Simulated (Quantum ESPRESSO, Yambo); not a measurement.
# Excitons of CdF2 (Fm-3m) on ever denser meshes, part 2 of 5

Aim: the absorption spectrum of CdF2 (Fm-3m) with electron-hole interaction, and what each part of the kernel does.

Quantum ESPRESSO 7.5 and Yambo 5.3.0; PBE and many-body steps on it, plane waves. Known limits of the many-body steps: not at the basis limit; d shell near the gap, gap tends to lie low; no spin-orbit coupling; coarse k mesh; bindings not settled in the k mesh.

So far. Step 4 (Screening and self-energy, 4×4×4 mesh, 105 bands …): The gap on the mesh goes from 3.12 eV to 5.31 eV, a correction of +2.19 eV. Step 5 (Empty states on the mesh, 4×4×4 mesh, 26 bands): On this mesh the gap is 3.124 eV.

## 7. Excitons

Light makes an electron and a hole together. The Bethe-Salpeter equation adds their screened attraction and their exchange, in a window of bands around the gap.

This step: Bethe-Salpeter equation on PBE with a scissors shift, plane waves, norm-conserving pseudopotentials.

bse3.in

```
optics
bss
bse
em1s
dipoles
rim_cut
RandQpts= 1000000
RandGvec= 1 RL
Chimod= "HARTREE"
BSKmod= "SEX"
BSEmod= "resonant"
BSSmod= "d"
BSENGexx= 20 Ry
BSENGBlk= 4 Ry
% BSEQptR
 1 | 1 |
%
% BSEBands
 12 | 18 |
%
% BEnRange
 0 | 8 | eV
%
% BDmRange
 0.1 | 0.1 | eV
%
BEnSteps= 161
% BLongDir
 1 | 0 | 0 |
%
% BndsRnXs
 5 | 26 |
%
NGsBlkXs= 4 Ry
% LongDrXs
 1 | 1 | 1 |
%
% KfnQP_E
 2.45 | 1.0 | 1.0 |
%
WRbsWF
FFTGvecs= 42 Ry
```

Run with:

```bash
> OMP_NUM_THREADS=1 mpirun -n 4 yambo -F bse3.in -J bse3 -C bse3 > bse3.log
```

Log:

```text
 Yambo, version 5.3.0

 [02] CORE Variables Setup
 =========================

  [... cell, symmetries and grids as in the set-up ...]

  [02.05] Energies & Occupations
  ==============================

  [X] === General ===
  [X] Electronic Temperature                        :  0.000000  0.000000 [eV K]
  [X] Bosonic    Temperature                        :  0.000000  0.000000 [eV K]
  [X] Finite Temperature mode                       : no
  [X] El. density                                   :  0.86947E+24 [cm-3]
  [X] Fermi Level                                   :  6.529888 [eV]

  [X] === Gaps and Widths ===
  [X] Conduction Band Min                           :  3.123994 [eV]
  [X] Valence Band Max                              :  0.000000 [eV]
  [X] Filled Bands                                  :  17
  [X] Empty Bands                                   :  18  26
  [X] Direct Gap                                    :  3.619367 [eV]
  [X] Direct Gap localized at k                     :  1
  [X] Indirect Gap                                  :  3.123994 [eV]
  [X] Indirect Gap between kpts                     :   8   1
  [X] Last valence band width                       :  0.495373 [eV]
  [X] 1st conduction band width                     :  4.976965 [eV]

 [03] Transferred momenta grid and indexing
 ==========================================

 [BZ sampling] Q-grid is User defined and/or read from the database

 IBZ Q-points                                      :   8
 BZ  Q-points                                      :   64

 K/Q-points units:
 rlu = crystal or reduced units; cc = cartesian coordinates; iku = interal k-units

 Q [1]          [rlu]:  0.000000  0.000000  0.000000
 Q [2]          [rlu]: -0.36046E-16 -0.36046E-16  0.25000
 Q [3]          [rlu]:  0.72092E-16  0.72092E-16 -0.50000
 Q [4]          [rlu]: -0.65886E-17  0.25000      0.25000
 Q [5]          [rlu]:  0.60598E-16  0.25000      0.50000
 Q [6]          [rlu]:  0.72092E-16  0.25000     -0.25000
 Q [7]          [rlu]:  0.13177E-16 -0.50000     -0.50000
 Q [8]          [rlu]:  0.250000 -0.500000 -0.250000

  [03.01] X + BSE indexes
  =======================

   [03.01.01] Sigma indexes
   ========================

 [04] Coloumb potential Random Integration (RIM)
 ===============================================

  [04.01] RIM initialization
  ==========================

  * Diagonal components only detected *

  8 x (sBL volume)        :  0.117498 [a.u.]
  sBZ random points       :  1000000
  Points outside the sBZ  :   7968281
  RL volume               :  0.939984 [a.u.]
  Integrated volume       :  0.943725 [a.u.]

  [04.02] RIM integrals
  =====================

  Gamma point sphere radius             :  0.088844 [a.u.]
  Points outside the sphere             :   800476
  [Int_sBZ(q=0) 1/q^2]*(Vol_sBZ)^(-1/3) =:  7.776341
                                 should be <:  7.795600

  Summary of Coulomb integrals for non-metallic bands |Q|[au] RIM/Bare

  Q [1] 0.100000E-4 0.997530 * Q [2] 0.267211 1.068862
  Q [4] 0.308548 1.067204 * Q [6] 0.436353 1.029264
  Q [5] 0.511670 1.022872 * Q [3] 0.534422 1.020326
  Q [7] 0.617097 1.017560 * Q [8] 0.689935 1.014592

 [05] External/Internal QP corrections
 =====================================

 [QP_apply] Action to be applied: USER defined scissor

  [05.01]  QP corrections report
  ==============================

  [K+QP] === General ===
  [K+QP] Electronic Temperature                     :  0.000000  0.000000 [eV K]
  [K+QP] Bosonic    Temperature                     :  0.000000  0.000000 [eV K]
  [K+QP] Finite Temperature mode                    : no
  [K+QP] El. density                                :  0.86947E+24 [cm-3]
  [K+QP] Fermi Level                                :  0.000000 [eV]

  [K+QP] === Gaps and Widths ===
  [K+QP] Conduction Band Min                        :  5.573994 [eV]
  [K+QP] Valence Band Max                           :  0.000000 [eV]
  [K+QP] Filled Bands                               :  17
[...]
BSE matrix filling :      0.0002s P3 [MAX]      0.0001s P4 [min]
                                    io_BSS_diago :      0.0063s P1 ( 2 calls,   3.165 msec avg) [MAX]      0.0001s P2 ( 2 calls,   0.056 msec avg) [min]
                                       X (REDUX) :      0.0023s P3 ( 8 calls,   0.288 msec avg) [MAX]      0.0001s P1 ( 8 calls,   0.016 msec avg) [min]
                         IO_and_Messaging_switch :      0.0002s P1 (85 calls,   0.002 msec avg) [MAX]      0.0001s P3 (83 calls,   0.002 msec avg) [min]
                                    scatter_Gamp :      0.0002s P4 ( 8 calls,   0.021 msec avg) [MAX]      0.0001s P1 ( 8 calls,   0.018 msec avg) [min]
                          BSE components folding :      0.0002s P4 [MAX]      0.0002s P1 [min]
                                    PP_uspp_init :      0.0008s P4 (24 calls,   0.033 msec avg) [MAX]      0.0006s P1 (25 calls,   0.024 msec avg) [min]
                                      Xo (REDUX) :      0.1537s P4 ( 8 calls,  19.211 msec avg) [MAX]      0.0008s P1 ( 8 calls,   0.098 msec avg) [min]
                                  eval_G_minus_G :      0.0010s P3 [MAX]      0.0009s P2 [min]
                              BSE matrix (REDUX) :      0.0014s P4 [MAX]      0.0014s P3 [min]
                               SERIAL_lin_system :      0.0015s P1 ( 8 calls,   0.190 msec avg)
                                   X (procedure) :      0.0038s P1 ( 8 calls,   0.481 msec avg) [MAX]      0.0016s P4 ( 8 calls,   0.204 msec avg) [min]
                                        io_QINDX :      0.0095s P1 ( 5 calls,   1.898 msec avg) [MAX]      0.0053s P3 ( 3 calls,   1.752 msec avg) [min]
                                     BSE dipoles :      0.0057s P4 [MAX]      0.0056s P2 [min]
                                           io_BS :      0.0099s P4 (43 calls,   0.230 msec avg) [MAX]      0.0076s P1 (47 calls,   0.162 msec avg) [min]
                                     K_WF_phases :      0.0117s P3 [MAX]      0.0081s P4 [min]
                                            io_X :      0.0337s P1 (25 calls,   1.347 msec avg) [MAX]      0.0089s P3 (25 calls,   0.355 msec avg) [min]
                                 bz_samp_indexes :      0.0101s P1 [MAX]      0.0099s P4 [min]
                                     io_KB_pwscf :      0.0126s P4 (10 calls,   1.257 msec avg) [MAX]      0.0100s P1 (10 calls,   1.001 msec avg) [min]
                                      io_DIPOLES :      0.0228s P1 (25 calls,   0.910 msec avg) [MAX]      0.0121s P3 (17 calls,   0.712 msec avg) [min]
                                      T_space IP :      0.0153s P2 [MAX]      0.0150s P1 [min]
                                         io_GROT :      0.0197s P4 ( 2 calls,   9.835 msec avg) [MAX]      0.0180s P3 ( 2 calls,   9.022 msec avg) [min]
                                     io_fragment :      0.0387s P4 (67 calls,   0.578 msec avg) [MAX]      0.0319s P3 (66 calls,   0.484 msec avg) [min]
                                     WF_load_FFT :      0.0420s P4 (24 calls,   1.752 msec avg) [MAX]      0.0357s P3 (24 calls,   1.486 msec avg) [min]
                                       FFT_setup :      0.0383s P2 (25 calls,   1.530 msec avg) [MAX]      0.0363s P3 (24 calls,   1.511 msec avg) [min]
                                           io_WF :      0.0568s P4 (87 calls,   0.653 msec avg) [MAX]      0.0477s P3 (86 calls,   0.555 msec avg) [min]
                                T_space EXX Osc. :      0.0636s P2 (15 calls,   4.240 msec avg) [MAX]      0.0603s P3 (14 calls,   4.305 msec avg) [min]
                            X T_space Kernel sum :      0.1218s P3 (64 calls,   1.904 msec avg) [MAX]      0.0806s P1 (72 calls,   1.119 msec avg) [min]
                               T_space CORR Osc. :      0.1130s P4 (32 calls,   3.531 msec avg) [MAX]      0.0999s P1 (36 calls,   2.775 msec avg) [min]
                                  DIPOLE_g_space :      0.1491s P1 [MAX]      0.1334s P4 [min]
                SERIAL_HERMITIAN_diagonalization :      0.1742s P4 [MAX]      0.1733s P1 [min]
                                  LINEAR ALGEBRA :      0.1748s P1 ( 9 calls,  19.422 msec avg) [MAX]      0.1736s P2 [min]
                                    Diago Solver :      0.2000s P1 [MAX]      0.1927s P3 [min]
                                X T_space Kernel :      0.3258s P3 [MAX]      0.2897s P1 [min]
                                  Xo (procedure) :      0.4483s P1 ( 8 calls,  56.032 msec avg) [MAX]      0.3121s P4 ( 8 calls,  39.017 msec avg) [min]
                                             RIM :      0.5162s P4 [MAX]      0.5146s P3 [min]
                                         Dipoles :      1.1675s P1 [MAX]      1.1675s P4 [min]

 [11] Game Over & Game summary
```

It took 6.3 s on 4 MPI ranks of Arm Neoverse V2, shared host; peak memory 1 GiB.

This step gave:

```yaml
transitions_in_the_window: 384
direct_gap_of_the_transition_levels: 6.069 eV
lowest_state: 4.945 eV
first_strong_exciton_over_a_fiftieth_of_the_strongest_listed: 5.443 eV
binding_of_the_lowest_state_below_the_direct_gap: 1.125 eV
coulomb_term_of_one_mesh_cell: 1.188 eV
```

The binding is 0.95 times the screened Coulomb term of one mesh cell (1.19 eV), so it is not shown settled.

The lowest state lies at 4.945 eV, 1.125 eV under the direct gap.

Lines within 3 meV are set at the lowest of them, and the highest group, which the list may cut short, is left out. Exciton lines, with heights relative to the strongest:

```
position (eV)  lines merged  strength, relative
        4.945             3                 0.0
        5.443             3                  85
        6.360             3                 0.0
        6.648             3                 100
        6.780             3                 0.0
        6.790             2                 0.0
        6.814             3                 0.0
        6.867             2                 0.0
```

The ε₂ has structure finer than the step of the table below, so its rows give means over 0.25 eV, whole bins alone (the curve runs from 0 to 8 eV). Peaks (eV: height): BSE 5.450: 5.11, 6.650: 6.11, 7.600: 2.90; no electron-hole interaction 6.550: 2.01.

Field along x; broadening 0.1 eV; transition window only. Limits: finite bands, cutoff and mesh; d shell near the gap, gap tends to lie low; no spin-orbit coupling; coarse k mesh; exciton not shown settled in the k mesh. ε₂ against photon energy; means over each step:

```
photon energy (eV)      BSE  no electron-hole interaction
              0.25  0.00516                       0.00297
              0.50  0.00559                       0.00315
              0.75  0.00608                       0.00335
              1.00  0.00665                       0.00358
              1.25  0.00730                       0.00382
              1.50  0.00805                       0.00410
              1.75  0.00894                       0.00441
              2.00  0.00999                       0.00475
              2.25   0.0113                       0.00515
              2.50   0.0128                       0.00560
              2.75   0.0147                       0.00611
              3.00   0.0172                       0.00670
              3.25   0.0203                       0.00740
              3.50   0.0246                       0.00823
              3.75   0.0306                       0.00922
              4.00   0.0394                        0.0104
              4.25   0.0535                        0.0119
              4.50   0.0789                        0.0139
              4.75    0.134                        0.0164
              5.00    0.302                        0.0200
              5.25     1.46                        0.0252
              5.50     3.36                        0.0338
              5.75    0.673                        0.0500
              6.00    0.341                        0.0902
              6.25    0.514                         0.269
              6.50     2.52                          1.35
              6.75     3.41                         0.549
              7.00     1.10                         0.168
              7.25    0.891                         0.152
              7.50     1.96                         0.258
              7.75     1.29                          1.00
```

## 8. Triplet (no exchange term)

bse4.in, as its differences from bse3.in of step 7:

```diff
@@ -12,3 +12,3 @@
 BSSmod= "d"
-BSENGexx= 20 Ry
+BSENGexx= 1 RL
 BSENGBlk= 4 Ry
```

Run with:

```bash
> OMP_NUM_THREADS=1 mpirun -n 4 yambo -F bse4.in -J bse4,bse3_W -C bse4 > bse4.log
```

Log:

```text
 Yambo, version 5.3.0

 [02] CORE Variables Setup
 =========================

  [... cell, symmetries and grids as in the set-up ...]

  [02.05] Energies & Occupations
  ==============================

  [X] === General ===
  [X] Electronic Temperature                        :  0.000000  0.000000 [eV K]
  [X] Bosonic    Temperature                        :  0.000000  0.000000 [eV K]
  [X] Finite Temperature mode                       : no
  [X] El. density                                   :  0.86947E+24 [cm-3]
  [X] Fermi Level                                   :  6.529888 [eV]

  [X] === Gaps and Widths ===
  [X] Conduction Band Min                           :  3.123994 [eV]
  [X] Valence Band Max                              :  0.000000 [eV]
  [X] Filled Bands                                  :  17
  [X] Empty Bands                                   :  18  26
  [X] Direct Gap                                    :  3.619367 [eV]
  [X] Direct Gap localized at k                     :  1
  [X] Indirect Gap                                  :  3.123994 [eV]
  [X] Indirect Gap between kpts                     :   8   1
  [X] Last valence band width                       :  0.495373 [eV]
  [X] 1st conduction band width                     :  4.976965 [eV]

 [03] Transferred momenta grid and indexing
 ==========================================

 IBZ Q-points                                      :   8
 BZ  Q-points                                      :   64

 K/Q-points units:
 rlu = crystal or reduced units; cc = cartesian coordinates; iku = interal k-units

 Q [1]          [rlu]:  0.000000  0.000000  0.000000
 Q [2]          [rlu]: -0.36046E-16 -0.36046E-16  0.25000
 Q [3]          [rlu]:  0.72092E-16  0.72092E-16 -0.50000
[...]
io_BS :      0.0074s P3 (43 calls,   0.172 msec avg) [MAX]      0.0073s P2 (47 calls,   0.155 msec avg) [min]
                            io_DIPOLES :      0.0077s P1 ( 7 calls,   1.097 msec avg) [MAX]      0.0076s P4 ( 7 calls,   1.090 msec avg) [min]
                           K_WF_phases :      0.0122s P3 [MAX]      0.0081s P2 [min]
                            T_space IP :      0.0152s P2 [MAX]      0.0151s P4 [min]
                               io_GROT :      0.0194s P4 ( 2 calls,   9.695 msec avg) [MAX]      0.0188s P1 ( 2 calls,   9.405 msec avg) [min]
                           WF_load_FFT :      0.0215s P2 (16 calls,   1.345 msec avg) [MAX]      0.0203s P3 (15 calls,   1.355 msec avg) [min]
                           io_fragment :      0.0226s P4 (44 calls,   0.514 msec avg) [MAX]      0.0215s P3 (43 calls,   0.501 msec avg) [min]
                                  io_X :      0.0262s P3 (24 calls,   1.091 msec avg) [MAX]      0.0261s P1 (24 calls,   1.087 msec avg) [min]
                                 io_WF :      0.0298s P2 (56 calls,   0.532 msec avg) [MAX]      0.0280s P3 (52 calls,   0.539 msec avg) [min]
                             FFT_setup :      0.0338s P1 (17 calls,   1.990 msec avg) [MAX]      0.0316s P4 (16 calls,   1.975 msec avg) [min]
                  X T_space Kernel sum :      0.0770s P3 (64 calls,   1.204 msec avg) [MAX]      0.0513s P1 (72 calls,   0.712 msec avg) [min]
                      T_space EXX Osc. :      0.0632s P2 (15 calls,   4.215 msec avg) [MAX]      0.0589s P3 (14 calls,   4.210 msec avg) [min]
                     T_space CORR Osc. :      0.1116s P4 (32 calls,   3.487 msec avg) [MAX]      0.0997s P1 (36 calls,   2.770 msec avg) [min]
      SERIAL_HERMITIAN_diagonalization :      0.1710s P1 [MAX]      0.1694s P2 [min]
                        LINEAR ALGEBRA :      0.1710s P1 [MAX]      0.1694s P2 [min]
                          Diago Solver :      0.1961s P1 [MAX]      0.1891s P3 [min]
                      X T_space Kernel :      0.2777s P3 [MAX]      0.2425s P1 [min]

 [11] Game Over & Game summary
[key lines of the parts left out:]
Dipoles :      0.0024s P1 [MAX]      0.0024s P3 [min]
```

The job ended after 1.3 s (4 MPI ranks; peak memory 0.25 GiB).

The lowest triplet lies at 4.917 eV; without spin-orbit coupling triplets are dark, so no spectrum is read.

## 9. Empty states on the mesh, 6×6×6 mesh, 26 bands

This step: Quantum ESPRESSO 7.5; DFT, PBE, plane waves, norm-conserving pseudopotentials.

pw.in

```
&control
  calculation = 'nscf'
  prefix = 'x'
  outdir = 'o'
  pseudo_dir = 'pseudo'
/
&system
  ibrav = 0
  nat = 3
  ntyp = 2
  ecutwfc = 94.0
  nbnd = 26
  force_symmorphic = .true.
/
&electrons
  conv_thr = 1e-9
  electron_maxstep = 80
  diago_full_acc = .true.
  diago_thr_init = 5e-6
/
ATOMIC_SPECIES
  Cd 112.41 Cd.upf
  F 18.998 F.upf
CELL_PARAMETERS angstrom
  0.0000000000 2.6940000000 2.6940000000
  2.6940000000 -0.0000000000 2.6940000000
  2.6940000000 2.6940000000 -0.0000000000
ATOMIC_POSITIONS crystal
  Cd 0.0000000000 0.0000000000 0.0000000000
  F 0.2500000000 0.2500000000 0.2500000000
  F 0.7500000000 0.7500000000 0.7500000000
K_POINTS automatic
  6 6 6 0 0 0
```

Run with:

```bash
> OMP_NUM_THREADS=1 mpirun -n 4 pw.x -nk 4 -in pw.in > pw.out
```

Log:

```text
[banner, memory and clock lines left out]
Program PWSCF v.7.5 starts

     Atomic positions and unit cell read from directory:
     o/x.save/

     Message from routine setup:
     using ibrav=0 with symmetry is DISCOURAGED, use correct ibrav instead

     G-vector sticks info

     bravais-lattice index     =            0
     lattice parameter (alat)  =       7.1997  a.u.
     unit-cell volume          =     263.8878 (a.u.)^3
     number of atoms/cell      =            3
     number of atomic types    =            2
     number of electrons       =        34.00
[...]
6.0345   9.6539  19.2706  19.2706  19.2706  24.2210  26.4704  26.4704
    29.9596  29.9597

          k = 0.1179 0.1179-0.1179 (  4047 PWs)   bands (ev):

[...]
29.4487  29.9270

          k = 0.2357 0.2357-0.2357 (  4068 PWs)   bands (ev):

[...]
1.9188   2.1325   2.1325   3.9953   4.9421   4.9506   4.9506   6.1088
     6.1088  12.4815  16.6515  20.5543  20.5543  25.0343  25.0343  25.8291
    28.1753  29.8928

          k =-0.3536-0.3536 0.3536 (  4092 PWs)   bands (ev):

     [... further k-points ...]

     highest occupied, lowest unoccupied level (ev):     6.5104    9.6539

     XML data file, pseudopotentials, collected wavefunctions
```

The job ended after 2.6 s (4 MPI ranks; peak memory 0.25 GiB; 9.8 s of CPU time).

Numbers from this step:

```
gap                                                           : 3.143 eV
k of the valence top                                          : 0.1667, -0.5, -0.3333
k of the conduction bottom                                    : 0, 0, 0
least direct gap                                              : 3.619 eV
k points computed                                             : 16
lowest point of the top converged band, above the valence top : 22.49 eV
```

On this mesh the gap is 3.143 eV.

## 10. Conversion and set-up

This step: Yambo 5.3.0; conversion and set-up on PBE, plane waves, norm-conserving pseudopotentials.

Run with:

```bash
> (cd o/x.save; p2y > p2y.log; mv SAVE ../..); yambo > setup.log
```

Log:

```text
 Yambo, version 5.3.0

 [02] CORE Variables Setup
 =========================

  [02.01] Unit cells
  ==================

  Cell kind             :  FCC
  Atoms in the cell     :  Cd  F
  number of Cd atoms    :  1
  number of F  atoms    :  2

  List of atomic masses
  Mass of Cd    :  112.4100
  Mass of F     :  18.99800

  List of atomic coordinates    : [cc]
  Cd1       :  0.000000  0.000000  0.000000  order 1
  F1       :  2.545461  2.545461  2.545461  order 2
  F2       :  7.636383  7.636383  7.636383  order 3

  Alat factors          :  5.090922  5.090922  5.090922 [a.u.]
[...]
Q [ 1]         [rlu]:  0.000000  0.000000  0.000000
 Q [ 2]         [rlu]: -0.24198E-17 -0.24198E-17  0.16667
 Q [ 3]         [rlu]: -0.48396E-17 -0.48396E-17  0.33333
[...]
Q [ 8]         [rlu]:  0.72092E-16  0.16667     -0.33333
 Q [ 9]         [rlu]:  0.48396E-17  0.16667     -0.16667
 Q [10]         [rlu]: -0.31274E-16  0.33333      0.33333
     [... 4 further rows ...]
 Q [15]         [rlu]:  0.166667  0.333333 -0.333333
 Q [16]         [rlu]:  0.166667 -0.500000 -0.333333

  [03.01] X indexes
  =================

   [03.01.01] Sigma indexes
   ========================

 [06] Game Over & Game summary
```

Elapsed: 2.5 s, on 1 MPI rank; peak memory 0.25 GiB.

[end of part 2 of 5]

[Paths, hosts, dates, memory and timing lines, banners, echoed tables and standing remarks are left out of the program output.]

[Logs are printed without paths, hosts, clocks, repeated set-up lines and the standing remarks that a program may print on its own settings, such as how far it seeks lower states.]

[Runs of the session that timed out or met a known fault of the program may be left out.]

[Hosts, paths, dates, database ids (printed as entryN), source tags and the programs' standing remarks are cut or masked in the printed files.]
